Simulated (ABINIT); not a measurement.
# SiPbSe3 (Pm-3m): zone-centre phonons, part 2 of 4

Which modes does SiPbSe3 (Pm-3m) have at the zone centre?

ABINIT 10.8.3; DFT LDA, scalar-relativistic, plane waves, HGH norm-conserving pseudopotentials.

So far. Step 4 (Relaxing the cell and atoms): The volume changes by +0.2 % in this run and stands +9.9 % from the first cell. Step 5 (Ground state): The cell stands at -1.1 GPa: the relaxation ran with a smoothed and higher cutoff, and the difference is a stress of the finite basis. The relaxed cell has a = 4.814 Å (conventional setting).

The structure was built from a prototype and need not be the compound's stable phase.

### Step 6. Zone-centre response

At q = 0 one unit cell holds all displacements. The response is solved for single atoms along the cell's directions, and symmetry skips those that follow from others. The crystal is treated as a metal, which screens a static field, so no field response is asked.

File dfpt_gamma.abi:

```

# common to the responses
getwfk_filepath "gso_WFK"
kptopt 2
nqpt 1
qpt 0.0 0.0 0.0
asr 0
chneut 0

# displacements
rfphon 1
rfatpol 1 5
rfdir 1 1 1
tolvrs 1.0d-10
prtwf 0

# basis, mesh and filling
ecut 20.0
ixc 7
ngkpt 6 6 6
nshiftk 1
shiftk 0.0 0.0 0.0
istwfk *1
occopt 7
tsmear 0.01
nband 20
nstep 100
diemac 1000000.0
prtebands 0
prtgsr 0

# cell and atoms
acell 9.097822376 9.097822376 9.097822376
rprim 
    1.0 0.0 0.0
    0.0 1.0 0.0
    0.0 0.0 1.0
ntypat 3
znucl 82 14 34
natom 5
typat 1 2 3 3 3
xred 
    0.0 0.0 0.0
    0.5 0.5 0.5
    0.5 0.5 0.0
    0.5 0.0 0.5
    0.0 0.5 0.5
pp_dirpath "./pseudo"
pseudos "Pb.hgh, Si.hgh, Se.hgh"
```

Started as:

```bash
$ OMP_NUM_THREADS=1 mpirun -n 4 abinit dfpt_gamma.abi > dfpt_gamma.log
```

Numbers of over 12 decimals in the logs are rounded to 6 here.

dfpt_gamma.abo, the main output file:

```text
[banners, grids, parts of the stress and lines that vanish by symmetry left out]
- input  file    -> dfpt_gamma.abi
- output file    -> dfpt_gamma.abo
- root for input  files -> dfpt_gammai
- root for output files -> dfpt_gammao

 Symmetries : space group Pm -3 m (#221); Bravais cP (primitive cubic)
================================================================================
 Values of the parameters that define the memory need of the present run (RF).
     intxc =       0      iscf =       7    lmnmax =       6     lnmax =       6
     mgfft =      40  mpssoang =       3    mqgrid =    3001     natom =       5
  nloc_mem =       1    nspden =       1   nspinor =       1    nsppol =       1
      nsym =      48    n1xccc =       0    ntypat =       3    occopt =       7
   xclevel =       1
-    mband =          20        mffmem =           1         mkmem =          28
-   mkqmem =          28        mk1mem =          28           mpw =        3235
      nfft =       64000          nkpt =         112
- my_mband =          20
================================================================================
================================================================================

--------------------------------------------------------------------------------
------------- Echo of variables that govern the present computation ------------
--------------------------------------------------------------------------------
-
- outvars: echo of selected default values
-   iomode0 =  0 , fftalg0 =312 , wfoptalg0 =  0
-
- outvars: echo of global parameters not present in the input file
-  max_nthreads =    1
-
 -outvars: echo values of preprocessed input variables
 [... echo left out ...]
================================================================================

 chkinp: Checking input parameters for consistency.

[...]
== DATASET  1 ==================================================================
-   mpi_nproc: 4, omp_nthreads: 1 (-1 if OMP is not activated)

--- !DatasetInfo
iteration_state: {dtset: 1, }
dimensions: {natom: 5, nkpt: 112, mband: 20, nsppol: 1, nspinor: 1, nspden: 1, mpw: 3235, }
cutoff_energies: {ecut:  20.0, pawecutdg:  -1.0, }
electrons: {nelect:   2.60000000E+01, charge:   0.00000000E+00, occopt:   7.00000000E+00, tsmear:   1.00000000E-02, }
meta: {optdriver: 1, rfphon: 1, }
...

 mkfilename: getwfk from: gso_WFK

 Exchange-correlation functional for the present dataset will be:
  LDA: Perdew-Wang 92 LSD fit to Ceperley-Alder data - ixc=7
 Citation for XC functional:
  J.P.Perdew and Y.Wang, PRB 45, 13244 (1992)

 Real(R)+Recip(G) space primitive vectors, cartesian coordinates (Bohr,Bohr^-1):
 R(1)=  9.0978224  0.0000000  0.0000000  G(1)=  0.1099164  0.0000000  0.0000000
 R(2)=  0.0000000  9.0978224  0.0000000  G(2)=  0.0000000  0.1099164  0.0000000
 R(3)=  0.0000000  0.0000000  9.0978224  G(3)=  0.0000000  0.0000000  0.1099164
 Unit cell volume ucvol=  7.5303014E+02 bohr^3
 Angles (23,13,12)=  9.00000000E+01  9.00000000E+01  9.00000000E+01 degrees
 setup1 : take into account q-point for computing boxcut.

 getcut: wavevector=  0.0000  0.0000  0.0000  ngfft=  40  40  40
         ecut(hartree)=     20.000   => boxcut(ratio)=   2.18395

--- Pseudopotential description ------------------------------------------------
- pspini: atom type   1  psp file is ./pseudo/Pb.hgh

- pspini: atom type   2  psp file is ./pseudo/Si.hgh

- pspini: atom type   3  psp file is ./pseudo/Se.hgh

   9.57223292E+02                                ecore*ucvol(ha*bohr**3)
--------------------------------------------------------------------------------

 ==>  initialize data related to q vector <==

 The list of irreducible perturbations for this q vector is:
    1)    idir= 1    ipert=   1
    2)    idir= 1    ipert=   2
    3)    idir= 1    ipert=   3
    4)    idir= 3    ipert=   3

[...]
The perturbation idir=   2  ipert=   1 is
 symmetric of a previously calculated perturbation.
 So, its SCF calculation is not needed.

 The perturbation idir=   3  ipert=   1 is
 symmetric of a previously calculated perturbation.
 So, its SCF calculation is not needed.

 The perturbation idir=   2  ipert=   2 is
 symmetric of a previously calculated perturbation.
 So, its SCF calculation is not needed.

 The perturbation idir=   3  ipert=   2 is
 symmetric of a previously calculated perturbation.
 So, its SCF calculation is not needed.

[...]
The perturbation idir=   2  ipert=   5 is
 symmetric of a previously calculated perturbation.
 So, its SCF calculation is not needed.

 The perturbation idir=   3  ipert=   5 is
 symmetric of a previously calculated perturbation.
 So, its SCF calculation is not needed.

--------------------------------------------------------------------------------
 Perturbation wavevector (in red.coord.)   0.000000  0.000000  0.000000
 Perturbation : displacement of atom   1   along direction   1
 Found     8 symmetries that leave the perturbation invariant.

[...]
dfpt_looppert : total number of electrons, from k and k+q
  fully or partially occupied states are    2.600000E+01 and    2.600000E+01.
 Initialisation of the first-order wave-functions :
  ireadwf=   0

--- !BeginCycle
iteration_state: {dtset: 1, }
solver: {iscf: 7, nstep: 100, nline: 4, wfoptalg: 0, }
tolerances: {tolvrs: 1.00E-10, }
...

     iter   2DEtotal(Ha)        deltaE(Ha) residm    vres2
-ETOT  1   31.479714055213     -4.193E+01 3.463E+00 9.874E+04
 ETOT  2 -0.909353     -3.239E+01 3.850E-01 9.752E+02
 ETOT  3  -1.365087     -4.557E-01 5.633E-03 2.029E+02
 ETOT  4  -1.428783     -6.370E-02 3.730E-03 7.305E-01
 ETOT  5  -1.429008     -2.248E-04 4.170E-05 4.897E-03
[...]
At SCF step   10       vres2   =  2.35E-11 < tolvrs=  1.00E-10 =>converged.
[...]
Mean square residual over all n,k,spin=   67.499E-14; max=  48.491E-11

 Thirteen components of 2nd-order total energy (hartree) are
 1,2,3: 0th-order hamiltonian combined with 1st-order wavefunctions
     kin0=   7.51725634E+01 eigvalue=   2.67613004E-01  local=  -3.49289307E+01
 4,5,6: 1st-order hamiltonian combined with 1st and 0th-order wfs
 loc psp =  -3.88732523E+01  Hartree=   1.71084871E+01     xc=  -8.68068974E+00
 note that "loc psp" includes a xc core correction that could be resolved
 7,8,9: eventually, occupation + non-local contributions
    edocc=   1.02604117E+01     enl0=   1.56379556E+01   enl1=  -1.10801568E+02
 1-9 gives the relaxation energy (to be shifted if some occ is /=2.0)
   erelax=  -7.48374103E+01
 10,11,12 Non-relaxation  contributions : frozen-wavefunctions and Ewald
 fr.local=  -1.91773672E+01 fr.nonlo=   5.20690885E+01  Ewald=   4.05166778E+01
 13,14 Frozen wf xc core corrections (1) and (2)
 frxc 1  =   0.00000000E+00  frxc 2 =   0.00000000E+00
 Resulting in :
 2DEtotal=   -0.1429011135E+01 Ha. Also 2DEtotal=   -0.388853739310E+02 eV
    (2DErelax=   -7.4837410256E+01 Ha. 2DEnonrelax=    7.3408399122E+01 Ha)
    (  non-var. 2DEtotal :   -1.4290111874E+00 Ha)

[...]
Perturbation wavevector (in red.coord.)   0.000000  0.000000  0.000000
 Perturbation : displacement of atom   2   along direction   1
 Found     8 symmetries that leave the perturbation invariant.

[...]
dfpt_looppert : total number of electrons, from k and k+q
  fully or partially occupied states are    2.600000E+01 and    2.600000E+01.
 Initialisation of the first-order wave-functions :
  ireadwf=   0

--- !BeginCycle
iteration_state: {dtset: 1, }
solver: {iscf: 7, nstep: 100, nline: 4, wfoptalg: 0, }
tolerances: {tolvrs: 1.00E-10, }
...

     iter   2DEtotal(Ha)        deltaE(Ha) residm    vres2
-ETOT  1   117.37751959866     -1.750E+01 8.653E-01 2.880E+05
[...]
At SCF step   11       vres2   =  2.38E-11 < tolvrs=  1.00E-10 =>converged.
[...]
Mean square residual over all n,k,spin=   94.703E-18; max=  21.479E-15

 Thirteen components of 2nd-order total energy (hartree) are
 1,2,3: 0th-order hamiltonian combined with 1st-order wavefunctions
     kin0=   1.47036658E+02 eigvalue=  -9.15136044E-01  local=  -1.32610794E+02
 4,5,6: 1st-order hamiltonian combined with 1st and 0th-order wfs
 loc psp =   4.49568439E+01  Hartree=   3.66034524E+01     xc=  -1.15400878E+01
 note that "loc psp" includes a xc core correction that could be resolved
 7,8,9: eventually, occupation + non-local contributions
    edocc=   9.98808491E+00     enl0=   8.48402473E+01   enl1=  -3.11761693E+02
 1-9 gives the relaxation energy (to be shifted if some occ is /=2.0)
   erelax=  -1.33402424E+02
 10,11,12 Non-relaxation  contributions : frozen-wavefunctions and Ewald
 fr.local=  -7.28510119E+01 fr.nonlo=   1.67216278E+02  Ewald=   4.05166778E+01
 13,14 Frozen wf xc core corrections (1) and (2)
 frxc 1  =   0.00000000E+00  frxc 2 =   0.00000000E+00
 Resulting in :
 2DEtotal=    0.1479519576E+01 Ha. Also 2DEtotal=    0.402597786303E+02 eV
    (2DErelax=   -1.3340242439E+02 Ha. 2DEnonrelax=    1.3488194396E+02 Ha)
    (  non-var. 2DEtotal :    1.4795195452E+00 Ha)

[...]
Perturbation wavevector (in red.coord.)   0.000000  0.000000  0.000000
 Perturbation : displacement of atom   3   along direction   1
 Found     4 symmetries that leave the perturbation invariant.

[...]
dfpt_looppert : total number of electrons, from k and k+q
  fully or partially occupied states are    2.600000E+01 and    2.600000E+01.
 Initialisation of the first-order wave-functions :
  ireadwf=   0

--- !BeginCycle
iteration_state: {dtset: 1, }
solver: {iscf: 7, nstep: 100, nline: 4, wfoptalg: 0, }
tolerances: {tolvrs: 1.00E-10, }
...

     iter   2DEtotal(Ha)        deltaE(Ha) residm    vres2
-ETOT  1   263.66563657469     -2.214E+02 6.184E+00 6.807E+05
[...]
At SCF step   11       vres2   =  7.82E-11 < tolvrs=  1.00E-10 =>converged.
[...]
Mean square residual over all n,k,spin=   31.446E-17; max=  75.058E-15

 Thirteen components of 2nd-order total energy (hartree) are
 1,2,3: 0th-order hamiltonian combined with 1st-order wavefunctions
     kin0=   4.79507289E+02 eigvalue=  -8.17397993E+00  local=  -2.72248731E+02
 4,5,6: 1st-order hamiltonian combined with 1st and 0th-order wfs
 loc psp =  -2.37378421E+02  Hartree=   1.24478428E+02     xc=  -4.41650043E+01
 note that "loc psp" includes a xc core correction that could be resolved
 7,8,9: eventually, occupation + non-local contributions
    edocc=   1.86832112E+01     enl0=   1.87958284E+02   enl1=  -7.34700573E+02
 1-9 gives the relaxation energy (to be shifted if some occ is /=2.0)
   erelax=  -4.86039497E+02
 10,11,12 Non-relaxation  contributions : frozen-wavefunctions and Ewald
 fr.local=   1.02871024E+02 fr.nonlo=   3.72302354E+02  Ewald=   9.85553939E+00
 13,14 Frozen wf xc core corrections (1) and (2)
 frxc 1  =   0.00000000E+00  frxc 2 =   0.00000000E+00
 Resulting in :
 2DEtotal=   -0.1010579398E+01 Ha. Also 2DEtotal=   -0.274992663443E+02 eV
    (2DErelax=   -4.8603949687E+02 Ha. 2DEnonrelax=    4.8502891747E+02 Ha)
    (  non-var. 2DEtotal :   -1.0105793319E+00 Ha)

[...]
Perturbation wavevector (in red.coord.)   0.000000  0.000000  0.000000
 Perturbation : displacement of atom   3   along direction   3
 Found     8 symmetries that leave the perturbation invariant.

--------------------------------------------------------------------------------

--------------------------------------------------------------------------------

 dfpt_looppert : total number of electrons, from k and k+q
  fully or partially occupied states are    2.600000E+01 and    2.600000E+01.
 Initialisation of the first-order wave-functions :
  ireadwf=   0

--- !BeginCycle
iteration_state: {dtset: 1, }
solver: {iscf: 7, nstep: 100, nline: 4, wfoptalg: 0, }
tolerances: {tolvrs: 1.00E-10, }
...

     iter   2DEtotal(Ha)        deltaE(Ha) residm    vres2
-ETOT  1   380.70542101158     -1.133E+02 9.212E-01 9.103E+05
[...]
ETOT 11   6.385580     -1.990E-12 3.568E-14 2.611E-10
 ETOT 12   6.385580      2.217E-12 2.132E-15 1.219E-12

 At SCF step   12       vres2   =  1.22E-12 < tolvrs=  1.00E-10 =>converged.
[...]
Mean square residual over all n,k,spin=   23.915E-18; max=  21.317E-16

 Thirteen components of 2nd-order total energy (hartree) are
 1,2,3: 0th-order hamiltonian combined with 1st-order wavefunctions
     kin0=   4.55635921E+02 eigvalue=  -1.22187218E+00  local=  -2.51158219E+02
 4,5,6: 1st-order hamiltonian combined with 1st and 0th-order wfs
 loc psp =  -2.43214304E+02  Hartree=   1.32589328E+02     xc=  -4.27419759E+01
 note that "loc psp" includes a xc core correction that could be resolved
 7,8,9: eventually, occupation + non-local contributions
    edocc=   3.19696314E+01     enl0=   1.62591610E+02   enl1=  -7.32114545E+02
 1-9 gives the relaxation energy (to be shifted if some occ is /=2.0)
   erelax=  -4.87664425E+02
 10,11,12 Non-relaxation  contributions : frozen-wavefunctions and Ewald
 fr.local=  -1.37238696E+01 fr.nonlo=   3.61734907E+02  Ewald=   1.46038967E+02
 13,14 Frozen wf xc core corrections (1) and (2)
 frxc 1  =   0.00000000E+00  frxc 2 =   0.00000000E+00
 Resulting in :
 2DEtotal=    0.6385579838E+01 Ha. Also 2DEtotal=    0.173760479389E+03 eV
    (2DErelax=   -4.8766442466E+02 Ha. 2DEnonrelax=    4.9405000450E+02 Ha)
    (  non-var. 2DEtotal :    6.3855798408E+00 Ha)

[...]
---- first-order wavefunction calculations are completed ----

 ==> Compute Derivative Database <==

 [... matrices left out ...]
  Phonon wavevector (reduced coordinates) :  0.00000  0.00000  0.00000
 Phonon energies in Hartree :
  -4.695357E-04 -4.695357E-04 -4.695357E-04 -3.128132E-04 -3.128132E-04
  -3.128132E-04 -1.964820E-04 -1.964820E-04 -1.964820E-04  1.329347E-05
   1.329347E-05  1.329347E-05  1.013172E-03  1.013172E-03  1.013172E-03
 Phonon frequencies in cm-1    :
- -1.030512E+02 -1.030512E+02 -1.030512E+02 -6.865457E+01 -6.865457E+01
- -6.865457E+01 -4.312281E+01 -4.312281E+01 -4.312281E+01  2.917579E+00
-  2.917579E+00  2.917579E+00  2.223656E+02  2.223656E+02  2.223656E+02

== END DATASET(S) ==============================================================
================================================================================

 -outvars: echo values of variables after computation
            acell      9.0978223760E+00  9.0978223760E+00  9.0978223760E+00 Bohr
           etotal      6.3855798385E+00
            fcart      0.0000000000E+00  0.0000000000E+00  0.0000000000E+00
           strten      0.0000000000E+00  0.0000000000E+00  0.0000000000E+00
================================================================================
```

Wall time 3.6 min (4 MPI ranks of Arm Neoverse N1, shared host).

Numbers from this step:

```
largest acoustic frequency at the zone centre before the sum rule : 2.92 cm⁻¹
highest optical zone-centre mode (no LO-TO term)                  : 222.4 cm⁻¹
lowest optical zone-centre mode                                   : -103.0 cm⁻¹
```

The acoustic modes at Γ come out as far as 2.9 cm⁻¹ from zero, where they should vanish, a small numerical error. The lowest optical mode is imaginary, 103i cm⁻¹, an instability at this level and on this k mesh.

(Part 2 of 4 ends here.)

[Host names and launcher messages were left out of these logs when they were recorded.]

[Logs are printed without paths, hosts, clocks, repeated set-up lines and the standing remarks that a program may print on its own settings, such as how far it seeks lower states.]

[Hosts, paths, dates, database ids (printed as entryN), source tags and the programs' standing remarks are cut or masked in the printed files.]
